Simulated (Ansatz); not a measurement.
# Ca on W(100): change of the work function, part 2 of 3

How does one ordered layer of Ca (hollow site) change the work function of W(100), and what dipole does each adsorbate carry?

Ansatz 0.2.0; plane-wave DFT, PBE, Ansatz PAW.

So far, work function, upper face (eV): step 2 (the clean slab) 4.14.

## (3) The covered slab

System of this step: CaW20 (Ca/W(100)). The cell holds 21 atoms: 20 W and 1 Ca. Its edges and angles: a = 6.320 Å, b = 6.320 Å, c = 26.904 Å, α = 90.0°, β = 90.0°, γ = 90.0°. Vacuum lies along c.

The clean slab as it ended is repeated in the plane and the adsorbate is set on one face; the cell's size fixes the coverage, and the k-mesh shrinks with it to keep the sampling density about even. Adsorbate and upper layers relax, since the dipole depends on the height.

input.yaml reads:

```yaml
crystal:
  lattice:
    - [6.32, 0.0, 0.0]
    - [0.0, 6.32, 0.0]
    - [0.0, 0.0, 26.9039152993]
  atoms:
    - { symbol: W, position: [0.0, 0.0, 0.3345238007] }
    - { symbol: W, position: [0.25, 0.25, 0.3932513123] }
    - { symbol: W, position: [0.0, 0.0, 0.4519479206] }
    - { symbol: W, position: [0.25, 0.25, 0.5130772152] }
    - { symbol: W, position: [0.0, 0.0, 0.566244956] }
    - { symbol: W, position: [0.0, 0.5, 0.3345238007] }
    - { symbol: W, position: [0.25, 0.75, 0.3932513123] }
    - { symbol: W, position: [0.0, 0.5, 0.4519479206] }
    - { symbol: W, position: [0.25, 0.75, 0.5130772152] }
    - { symbol: W, position: [0.0, 0.5, 0.566244956] }
    - { symbol: W, position: [0.5, 0.0, 0.3345238007] }
    - { symbol: W, position: [0.75, 0.25, 0.3932513123] }
    - { symbol: W, position: [0.5, 0.0, 0.4519479206] }
    - { symbol: W, position: [0.75, 0.25, 0.5130772152] }
    - { symbol: W, position: [0.5, 0.0, 0.566244956] }
    - { symbol: W, position: [0.5, 0.5, 0.3345238007] }
    - { symbol: W, position: [0.75, 0.75, 0.3932513123] }
    - { symbol: W, position: [0.5, 0.5, 0.4519479206] }
    - { symbol: W, position: [0.75, 0.75, 0.5130772152] }
    - { symbol: W, position: [0.5, 0.5, 0.566244956] }
    - { symbol: Ca, position: [0.25, 0.25, 0.6654761993] }
kpoints:
  mp_grid: { grid: [6, 6, 1] }
hamiltonian:
  xc: pbe
scf:
  occupations: { method: fermi_dirac, width: 0.1 }
  convergence: { dr2_threshold: 1.0e-08 }
efield:
  axis: 3
  dipole_correction: true
  ramp_position: 0.97
  ramp_width: 0.06
relax:
  f_tol: 0.02
  max_steps: 60
  constraints: [{ sites: [0, 1, 5, 6, 10, 11, 15, 16] }]
output:
  dos: { projected: true, e_range: [-8, 4] }
  write_potential: true
  write_density: true
  volumetric_format: npy
  elf: true
```

On the command line:

```console
$ ansatz run input.yaml --threads 4 --pin off --max-ram 6144MiB --backend cpu --events-out ev --progress --plain --runs-dir out
```

What it wrote:

```text
[...]
Crystal: 21 atoms, lattice volume = 1074.607 Å³
Basis set: ecut = 420 eV, 21037 PW (Γ), exchange–correlation on 90×90×360 points (8 copies of the dense FFT grid, shifted against one another)
Bands: 174, of which v1, the nominal top of the filled ones, is band 145 counted from 1 (144 counted from 0)
Symmetry: 8 space group operations
[...]
k-points: 10 of 36
[...]
SCF iter   1: F=—  HF=-209493.996129 eV  |F-HF|=—  |Δ(HF+E_count)|=         —  Δρ=8.69e-3  dr2=2.29e1  ethr=1.77e-3  p=0.635 e·Å  D=1.07e-1 V/Å  ΔV_dip=-2.88 eV  dr2_dipole=1.30e1  V_vac-E_F(+/−)=1.63/4.51 eV  ⟨swp⟩=13.0  Hψ=10149  notcnv=0
[...]
SCF iter  12: F=-209493.628866 eV  HF=-209493.628866 eV  |F-HF|=2.10e-9  |Δ(HF+E_count)|=   5.27e-9  Δρ=2.27e-7  dr2=2.20e-9  ethr=3.45e-12  p=0.432 e·Å  D=7.28e-2 V/Å  ΔV_dip=-1.96 eV  dr2_dipole=7.56e-11  V_vac-E_F(+/−)=2.29/4.24 eV  ⟨swp⟩=10.1  Hψ=11005  notcnv=0
SCF 1 converged in 12 iterations: F = -209493.628866 eV  dr2 = 2.20e-9
[...]
relax step   1: F+E_penalty+E_count = -209493.62886596 eV  Δ(F+E_penalty+E_count) = +0.000e0 eV  max|allowed force component| = 1.253e0 eV/Å  Δτ_max = 0.0000 Å  (12 SCF iters, accepted)
[...]
iter 1 solved again at ethr=2.96e-4 eV; its pass at ethr=3.10e-3 eV (dr2=8.60e-1 eV) is discarded
SCF iter   1: F=—  HF=-209493.969117 eV  |F-HF|=—  |Δ(HF+E_count)|=         —  Δρ=4.36e-3  dr2=1.01e0  ethr=2.96e-4  p=0.432 e·Å  D=7.28e-2 V/Å  ΔV_dip=-1.96 eV  dr2_dipole=2.85e-1  V_vac-E_F(+/−)=2.32/4.27 eV  ⟨swp⟩=2.0  Hψ=6527  notcnv=0
[...]
eigensolver tolerance schedule calibrated: the retry pair's looser diagonalisation under-reported the residual by θ = 0.15 (0.15/decade); ethr = c·dr2/N_el runs at the constant in force after the calibration composes with the one it found (an armed cap, an earlier calibration), c = 4.5e-2
[...]
SCF iter   2: F=—  HF=-209493.916717 eV  |F-HF|=—  |Δ(HF+E_count)|=   5.24e-2  Δρ=2.08e-3  dr2=2.01e-1  ethr=1.57e-4  p=0.444 e·Å  D=7.48e-2 V/Å  ΔV_dip=-2.01 eV  dr2_dipole=1.94e-2  V_vac-E_F(+/−)=2.23/4.25 eV  ⟨swp⟩=3.5  Hψ=4023  notcnv=0
[...]
SCF iter  10: F=-209493.899478 eV  HF=-209493.899478 eV  |F-HF|=1.75e-10  |Δ(HF+E_count)|=   8.53e-9  Δρ=2.63e-7  dr2=2.60e-9  ethr=1.54e-12  p=0.437 e·Å  D=7.36e-2 V/Å  ΔV_dip=-1.98 eV  dr2_dipole=2.84e-11  V_vac-E_F(+/−)=2.26/4.24 eV  ⟨swp⟩=11.8  Hψ=12342  notcnv=0
SCF 2 converged in 10 iterations: F = -209493.899478 eV  dr2 = 2.60e-9
relax step   2: F+E_penalty+E_count = -209493.89947822 eV  Δ(F+E_penalty+E_count) = -2.706e-1 eV  max|allowed force component| = 9.047e-1 eV/Å  Δτ_max = 0.1975 Å  (10 SCF iters, accepted)
SCF iter   1: F=—  HF=-209494.105137 eV  |F-HF|=—  |Δ(HF+E_count)|=         —  Δρ=3.61e-3  dr2=1.46e0  ethr=2.87e-3  p=0.437 e·Å  D=7.36e-2 V/Å  ΔV_dip=-1.98 eV  dr2_dipole=4.51e-1  V_vac-E_F(+/−)=2.29/4.27 eV  ⟨swp⟩=6.2  Hψ=4185  notcnv=0
[...]
SCF iter   9: F=-209494.077155 eV  HF=-209494.077155 eV  |F-HF|=1.34e-8  |Δ(HF+E_count)|=   1.38e-7  Δρ=7.94e-7  dr2=9.48e-9  ethr=3.45e-12  p=0.421 e·Å  D=7.09e-2 V/Å  ΔV_dip=-1.91 eV  dr2_dipole=3.57e-10  V_vac-E_F(+/−)=2.32/4.23 eV  ⟨swp⟩=13.6  Hψ=13948  notcnv=0
SCF 3 converged in 9 iterations: F = -209494.077155 eV  dr2 = 9.48e-9
[...]
relax step   3: F+E_penalty+E_count = -209494.07715543 eV  Δ(F+E_penalty+E_count) = -1.777e-1 eV  max|allowed force component| = 3.786e-1 eV/Å  Δτ_max = 0.1952 Å  (9 SCF iters, accepted)
[...]
relax step   4: F+E_penalty+E_count = -209494.13580054 eV  Δ(F+E_penalty+E_count) = -5.865e-2 eV  max|allowed force component| = 2.817e-1 eV/Å  Δτ_max = 0.1950 Å  (9 SCF iters, accepted)
[...]
relax step   5: F+E_penalty+E_count = -209494.15096509 eV  Δ(F+E_penalty+E_count) = -1.516e-2 eV  max|allowed force component| = 2.156e-1 eV/Å  Δτ_max = 0.0467 Å  (10 SCF iters, accepted)
[...]
relax step   6: F+E_penalty+E_count = -209494.15720912 eV  Δ(F+E_penalty+E_count) = -6.244e-3 eV  max|allowed force component| = 7.215e-2 eV/Å  Δτ_max = 0.0411 Å  (10 SCF iters, accepted)
[...]
relax step   7: F+E_penalty+E_count = -209494.15973744 eV  Δ(F+E_penalty+E_count) = -2.528e-3 eV  max|allowed force component| = 2.749e-2 eV/Å  Δτ_max = 0.0105 Å  (9 SCF iters, accepted)
SCF iter   1: F=—  HF=-209494.160274 eV  |F-HF|=—  |Δ(HF+E_count)|=         —  Δρ=6.97e-5  dr2=2.29e-4  ethr=2.90e-6  p=0.402 e·Å  D=6.76e-2 V/Å  ΔV_dip=-1.82 eV  dr2_dipole=6.54e-5  V_vac-E_F(+/−)=2.42/4.24 eV  ⟨swp⟩=2.0  Hψ=2323  notcnv=0
[...]
SCF iter   6: F=-209494.159772 eV  HF=-209494.159772 eV  |F-HF|=8.44e-10  |Δ(HF+E_count)|=   1.04e-8  Δρ=2.92e-7  dr2=3.17e-9  ethr=3.45e-12  p=0.401 e·Å  D=6.76e-2 V/Å  ΔV_dip=-1.82 eV  dr2_dipole=2.04e-10  V_vac-E_F(+/−)=2.42/4.24 eV  ⟨swp⟩=10.9  Hψ=12678  notcnv=0
SCF 8 converged in 6 iterations: F = -209494.159772 eV  dr2 = 3.17e-9
relax step   8: F+E_penalty+E_count = -209494.15977228 eV  Δ(F+E_penalty+E_count) = -3.485e-5 eV  max|allowed force component| = 1.013e-2 eV/Å  Δτ_max = 0.0020 Å  (6 SCF iters, accepted)
NSCF: frozen V_eff on 10 k-points
[...]
SCF converged after 6 iterations
Free energy (F): -209494.159772 eV
[...]
Internal energy: -209493.439452 eV  (E = F + TS)
E sigma→0 (E₀):  -209493.799612 eV
Entropy (-TS):   -0.720320 eV (-34.301 meV/atom)
Fermi energy:    4.648610 eV
Dipole field:    D = 0.067559 V/Å  (p = 0.401211 e·Å, saw-weighted, corrected)
Work function:   Φ+ = 2.4180 eV   Φ− = 4.2356 eV
[...]
--- Forces (eV/Å), atoms counted from 1 ---
  atom   1  W     -0.02219188    -0.02219188     1.29049576
  atom   2  W      0.00000000     0.00000000    -1.16771108
  atom   3  W      0.00051272     0.00051272     0.00043381
  atom   4  W     -0.00000000     0.00000000     0.00042989
  atom   5  W      0.00081119     0.00081119    -0.00097063
  atom   6  W     -0.02219188     0.02219188     1.29049576
  atom   7  W     -0.00000000     0.00000000    -1.30526700
  atom   8  W      0.00051272    -0.00051272     0.00043381
  atom   9  W      0.00000000     0.00000000     0.00540157
  atom  10  W      0.00081119    -0.00081119    -0.00097063
  atom  11  W      0.02219188    -0.02219188     1.29049576
  atom  12  W      0.00000000     0.00000000    -1.30526700
  atom  13  W     -0.00051272     0.00051272     0.00043381
  atom  14  W      0.00000000     0.00000000     0.00540157
  atom  15  W     -0.00081119     0.00081119    -0.00097063
  atom  16  W      0.02219188     0.02219188     1.29049576
  atom  17  W     -0.00000000     0.00000000    -1.38243798
  atom  18  W     -0.00051272    -0.00051272     0.00043381
  atom  19  W     -0.00000000     0.00000000    -0.01012959
  atom  20  W     -0.00081119    -0.00081119    -0.00097063
  atom  21  Ca    -0.00000000     0.00000000    -0.00024289
  max |Σ_I F_I| component: 1.32e-5 eV/Å
--- Band table (eV; the first three rows and the last of 10) ---
  k-point 0: bands = [... 141 lower, 4.5587, 4.6475, 4.6475, 4.6981, 4.8258, 4.8258, 4.9256, 5.5273, ... 25 higher]
  k-point 1: bands = [... 141 lower, 4.4389, 4.5867, 4.6003, 4.7664, 4.7712, 5.0352, 5.1643, 5.3665, ... 25 higher]
  k-point 2: bands = [... 141 lower, 4.4450, 4.5486, 4.6741, 4.7214, 4.8908, 4.9290, 4.9748, 5.0784, ... 25 higher]
  k-point 9: bands = [... 141 lower, 4.3084, 4.4350, 4.4379, 4.4379, 4.4392, 4.4636, 4.4696, 4.5618, ... 25 higher]
--- Relaxed structure (8 steps of the walk, 8 accepted, 0 SCFs on fresh bases) ---
  F+E_penalty+E_count = -209494.15977228 eV   max|allowed force component| = 1.013e-2 eV/Å
  atoms:
    - { symbol: W, position: [0.0, 0.0, 0.3345238007] }
    - { symbol: W, position: [0.250000, 0.250000, 0.3932513123] }
    - { symbol: W, position: [0.00278562, 0.00278562, 0.452332] }
    - { symbol: W, position: [0.250000, 0.250000, 0.516505] }
    - { symbol: W, position: [-0.021205, -0.021205, 0.567752] }
    - { symbol: W, position: [0.0, 0.500000, 0.3345238007] }
    - { symbol: W, position: [0.250000, 0.75, 0.3932513123] }
    - { symbol: W, position: [0.00278562, 0.497214, 0.452332] }
    - { symbol: W, position: [0.250000, 0.75, 0.512470] }
    - { symbol: W, position: [-0.021205, 0.521205, 0.567752] }
    - { symbol: W, position: [0.500000, 0.0, 0.3345238007] }
    - { symbol: W, position: [0.75, 0.250000, 0.3932513123] }
    - { symbol: W, position: [0.497214, 0.00278562, 0.452332] }
    - { symbol: W, position: [0.75, 0.250000, 0.512470] }
    - { symbol: W, position: [0.521205, -0.021205, 0.567752] }
    - { symbol: W, position: [0.500000, 0.500000, 0.3345238007] }
    - { symbol: W, position: [0.75, 0.75, 0.3932513123] }
    - { symbol: W, position: [0.497214, 0.497214, 0.452332] }
    - { symbol: W, position: [0.75, 0.75, 0.508780] }
    - { symbol: W, position: [0.521205, 0.521205, 0.567752] }
    - { symbol: Ca, position: [0.250000, 0.250000, 0.645830] }
```

The job ended after 5.2 min (4 threads of Intel Xeon Platinum 8488C (Sapphire Rapids), shared host; peak memory 4.4 GiB).

The steps of the relaxation:

```
step  energy less that of the first step (eV)  largest force component (eV/Å)
   1                                   0.0000                          1.2526
   2                                  -0.2706                          0.9047
   3                                  -0.4483                          0.3786
   4                                  -0.5069                          0.2817
   5                                  -0.5221                          0.2156
   6                                  -0.5283                          0.0721
   7                                  -0.5309                          0.0275
   8                                  -0.5309                          0.0101
```

The run keeps the 8 symmetry operations that the program found, so distortions that break them were not tested.

The atoms that moved most (Å):

```
atom      dx      dy      dz  length
Ca21   0.000   0.000  -0.529   0.529
 W20   0.134   0.134   0.041   0.194
 W15   0.134  -0.134   0.041   0.194
 W10  -0.134   0.134   0.041   0.194
  W5  -0.134  -0.134   0.041   0.194
 W19   0.000   0.000  -0.116   0.116
  W4   0.000   0.000   0.092   0.092
  W3   0.018   0.018   0.010   0.027
```

Final coordinates:

```cif
data_structure
_symmetry_space_group_name_H-M 'P 1'
_symmetry_Int_Tables_number 1
_cell_length_a 6.3200
_cell_length_b 6.3200
_cell_length_c 26.9039
_cell_angle_alpha 90.000
_cell_angle_beta 90.000
_cell_angle_gamma 90.000
_cell_volume 1074.61
loop_
_atom_site_label
_atom_site_type_symbol
_atom_site_fract_x
_atom_site_fract_y
_atom_site_fract_z
_atom_site_occupancy
W1 W 0.00000 0.00000 0.33452 1
W2 W 0.25000 0.25000 0.39325 1
W3 W 0.00279 0.00279 0.45233 1
W4 W 0.25000 0.25000 0.51650 1
W5 W 0.97879 0.97879 0.56775 1
W6 W 0.00000 0.50000 0.33452 1
W7 W 0.25000 0.75000 0.39325 1
W8 W 0.00279 0.49721 0.45233 1
W9 W 0.25000 0.75000 0.51247 1
W10 W 0.97879 0.52121 0.56775 1
W11 W 0.50000 0.00000 0.33452 1
W12 W 0.75000 0.25000 0.39325 1
W13 W 0.49721 0.00279 0.45233 1
W14 W 0.75000 0.25000 0.51247 1
W15 W 0.52121 0.97879 0.56775 1
W16 W 0.50000 0.50000 0.33452 1
W17 W 0.75000 0.75000 0.39325 1
W18 W 0.49721 0.49721 0.45233 1
W19 W 0.75000 0.75000 0.50878 1
W20 W 0.52121 0.52121 0.56775 1
Ca21 Ca 0.25000 0.25000 0.64583 1
```

Numbers from this step:

| Quantity | Value |
| --- | --- |
| energy at zero smearing | -209493.7996 eV |
| work function, upper face | 2.418 eV |
| work function, lower face | 4.236 eV |
| dipole along the normal | 0.4012 e·Å |
| step between the vacuum levels | -1.818 eV |

Running mean over 1.58 Å of the planar mean; the ramp of the sawtooth is left out. Table of electron's electrostatic potential energy less the Fermi level by z:

```
z (Å)  electron's electrostatic potential energy less the Fermi level (eV)
  3.5                                                                 4.24
  4.0                                                                 4.23
  4.5                                                                 4.23
  5.0                                                                 4.23
  5.5                                                                 4.21
  6.0                                                                 4.14
  6.5                                                                 3.96
  7.0                                                                 3.40
  7.5                                                                 1.69
  8.0                                                                -2.57
  8.5                                                                -7.97
  9.0                                                                -11.3
  9.5                                                                -12.1
 10.0                                                                -12.3
 10.5                                                                -12.4
 11.0                                                                -12.5
 11.5                                                                -12.6
 12.0                                                                -12.5
 12.5                                                                -12.4
 13.0                                                                -12.2
 13.5                                                                -12.4
 14.0                                                                -13.0
 14.5                                                                -13.3
 15.0                                                                -12.7
 15.5                                                                -10.4
 16.0                                                                -6.02
 16.5                                                                -1.81
 17.0                                                               -0.122
 17.5                                                                0.164
 18.0                                                                0.726
 18.5                                                                 1.58
 19.0                                                                 2.11
 19.5                                                                 2.29
 20.0                                                                 2.36
 20.5                                                                 2.40
 21.0                                                                 2.41
 21.5                                                                 2.41
 22.0                                                                 2.42
 22.5                                                                 2.42
 23.0                                                                 2.42
 23.5                                                                 2.42
```

The density of states has structure finer than the step of the table below, so its rows give means over 0.5 eV. Peaks (eV: height): -3.97: 51.9, -2.98: 41.3, -2.92: 37.7, -1.77: 43.5, 1.26: 44.4, 1.80: 38.3, 1.86: 38.6.

Density of states against energy, zero at the Fermi level; means over each step:

energy (eV), density of states (states/eV a cell) and a bar:
```
     -7.5        1.3 
     -7.0        2.4 #
     -6.5        3.4 ##
     -6.0        6.6 ######
     -5.5        9.5 #########
     -5.0       14.4 ###############
     -4.5       14.6 ###############
     -4.0       25.8 ############################
     -3.5       13.4 ##############
     -3.0       26.0 ############################
     -2.5       25.2 ###########################
     -2.0       25.4 ###########################
     -1.5       21.8 #######################
     -1.0       18.2 ###################
     -0.5       22.9 ########################
      0.0       22.0 #######################
      0.5       17.3 ##################
      1.0       23.5 #########################
      1.5       28.0 ##############################
```

(Continued in part 3 of 3.)

[Long decimals in the printed logs are rounded to 6 places.]

[Logs are printed without paths, hosts, clocks, repeated set-up lines and the standing remarks that a program may print on its own settings, such as how far it seeks lower states.]

[Hosts, paths, dates, database ids (printed as entryN), source tags and the programs' standing remarks are cut or masked in the printed files.]

[Maps of the electrostatic potential energy from Ansatz leave out the sawtooth potential of an applied field or a dipole correction, so their vacuum need not be flat; planar profiles and work functions include it.]

[The density of states shown here was stored with 400 of the rows of the run's finer table, so its peaks can read low, often by over a quarter, or be missed, and its means over a window can be off by a tenth or more.]
